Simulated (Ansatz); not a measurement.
## Si3N4 (beta): which axis gives way under pressure?

Cell and atoms of beta Si3N4 are relaxed at set pressures, to see how each axis shrinks. The phase is followed to these pressures whether or not it stays the stable one.

Calculated with Ansatz 0.2.0, PBEsol, PAW files of the set soft_1, cutoff 600 eV, Fermi–Dirac smearing 0.02 eV, k-mesh 4×4×9, no spin polarisation, no spin-orbit coupling.

Reference cell, relaxed at zero pressure with PBEsol (P6_3/m): a = 7.6242 Å, b = 7.6242 Å, c = 2.9103 Å, α = 90.00°, β = 90.00°, γ = 120.00°.

```
atom       x       y       z
  Si  0.7676  0.1739  0.2500
  Si  0.5936  0.7676  0.7500
  Si  0.8261  0.5936  0.2500
  Si  0.2324  0.8261  0.7500
  Si  0.4064  0.2324  0.2500
  Si  0.1739  0.4064  0.7500
   N  0.0296  0.3300  0.2500
   N  0.6996  0.0296  0.7500
   N  0.6700  0.6996  0.2500
   N  0.9704  0.6700  0.7500
   N  0.3004  0.9704  0.2500
   N  0.3300  0.3004  0.7500
   N  0.6667  0.3333  0.2500
   N  0.3333  0.6667  0.7500
```

```
P (GPa)   a (Å)   c (Å)     c/a
  −3.99  7.6691  2.9257  0.3815
   0.00  7.6242  2.9103  0.3817
   4.99  7.5719  2.8925  0.3820
  10.00  7.5229  2.8765  0.3824
  15.00  7.4772  2.8615  0.3827
  20.00  7.4343  2.8475  0.3830
```

**Question.** Give the linear compressibility of each axis at zero pressure, and the edges at 30.00 GPa, a row left out above.

Least squares with l = l0 + l1 P + l2 P² gives for a: l0 = 7.6245 Å, l1 = −1.085e−2 Å/GPa, l2 = 6.74e−5 Å/GPa², so β = −l1/l0 = 1.423 × 10⁻³ GPa⁻¹ and the withheld edge is 7.3597 Å. This extrapolates past the fitted rows. The run itself gives 7.3551 Å, so the estimate misses by 0.0046 Å, more than the largest misfit of the fitted rows (0.0003 Å).

Least squares with l = l0 + l1 P + l2 P² gives for c: l0 = 2.9104 Å, l1 = −3.682e−3 Å/GPa, l2 = 2.71e−5 Å/GPa², so β = −l1/l0 = 1.265 × 10⁻³ GPa⁻¹ and the withheld edge is 2.8244 Å. This extrapolates past the fitted rows. The run itself gives 2.8223 Å, so the estimate misses by 0.0021 Å, more than the largest misfit of the fitted rows (0.0002 Å).

The compressibilities add to the volume compressibility, 2β_a + β_c = 4.111 × 10⁻³ GPa⁻¹, or B0 ≈ 243 GPa; a parabola over so wide a range errs a few per cent to the stiff side. The a axis is the softest, 1.1 times as compressible as c.

[Logs are printed without paths, hosts, clocks, repeated set-up lines and the standing remarks that a program may print on its own settings, such as how far it seeks lower states.]
